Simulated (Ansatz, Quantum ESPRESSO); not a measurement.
# Zr2CO2 MXene, 1 layer against a metal electrode: the electrode's level over the Fermi level at a withheld member of a series

Method. Quantum ESPRESSO 7.5, PBE, GBRV ultrasoft. The slab is relaxed neutral under PBE-D3(BJ), then held. ESM with bc3: vacuum below and a metal electrode about 6 Å above the top atoms. Fermi-Dirac smearing of 0.004 Ry and a dense mesh. Charges are set per cell from the starting area. The series steps the charge of the slab (positive: electrons removed).

| charge of the slab | electrode's level over the Fermi level (eV) |
| --- | --- |
| 1 ×10¹³ e/cm² | 6.417 |
| 2 ×10¹³ e/cm² | 7.505 |
| 3 ×10¹³ e/cm² | 8.579 |
| 4.5 ×10¹³ e/cm² | 10.185 |
| 6 ×10¹³ e/cm² | 11.789 |
| 8 ×10¹³ e/cm² | 13.933 |

To predict: What is the electrode's level over the Fermi level at 7 ×10¹³ e/cm²?

**Fit.** The rows at 6 ×10¹³ e/cm² and 8 ×10¹³ e/cm² give a slope of (13.933 − (11.789))/(8 − (6)) = 1.072, so a straight line gives 12.861 eV. A parabola through these and the row at 4.5 ×10¹³ e/cm² gives 12.860 eV.

**Check.** 12.860 eV. The line misses by +0.001 and the parabola by 0.000 eV. Both misses are under 5 % of the step from the nearer row.

**Limits.** Vacuum fills the gap; ions don't answer the charge; added electrons can spill towards the electrode at the most negative charges. Members without a usable value, or on the other side of zero field or charge, are not listed.
